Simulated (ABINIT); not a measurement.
Planning a run of ABINIT 10.8.3 on TiO2 (Rutile). The input:

```
acell 3*1.0 Angstrom
rprim 
  4.592200000000 0.000000000000 0.000000000000
  0.000000000000 4.592200000000 0.000000000000
  0.000000000000 0.000000000000 2.957400000000
ntypat 2
znucl 22 8
natom 6
typat 1 1 2 2 2 2
xred 
  0.000000000000 0.000000000000 0.000000000000
  0.500000000000 0.500000000000 0.500000000000
  0.304960000000 0.304960000000 0.000000000000
  0.195040000000 0.804960000000 0.500000000000
  0.695040000000 0.695040000000 0.000000000000
  0.804960000000 0.195040000000 0.500000000000
pp_dirpath "pseudos"
pseudos "Ti.upf, O.upf"
ecut 38
ngkpt 2 2 4
nshiftk 1
shiftk 0 0 0
kptopt 1
chksymbreak 0
istwfk *1
occopt 1
irdwfk 1
optdriver 3
nband 157
ecuteps 4.8
inclvkb 2
awtr 1
symchi 1
indata_prefix "in"
outdata_prefix "out"
tmpdata_prefix "tmp"
```

```sh
OMP_NUM_THREADS=1 mpirun -n 4 abinit run.abi > log
```

Estimate wall time and host memory on 4 MPI ranks of Arm Neoverse V2, shared host.

It took 53 s; on shared hardware allow 26 s to 1.8 min. Peak host memory was 1.5 GiB.

[Paths, hosts, dates, memory and timing lines, banners, echoed tables and standing remarks are left out of the program output.]

[Logs are printed without paths, hosts, clocks, repeated set-up lines and the standing remarks that a program may print on its own settings, such as how far it seeks lower states.]

[Runs of the session that timed out or met a known fault of the program may be left out.]

[Hosts, paths, dates, database ids (printed as entryN), source tags and the programs' standing remarks are cut or masked in the printed files.]

[G0W0 gaps are taken among the corrected bands and points alone; a level outside them can change the order at an edge.]

[Where Ansatz stands beside ABINIT at settings called matched, ABINIT's density can come from a denser mesh and the files from another edition; pairs whose starting gaps differed by over 0.03 eV were left out, so agreement reads better than it is.]
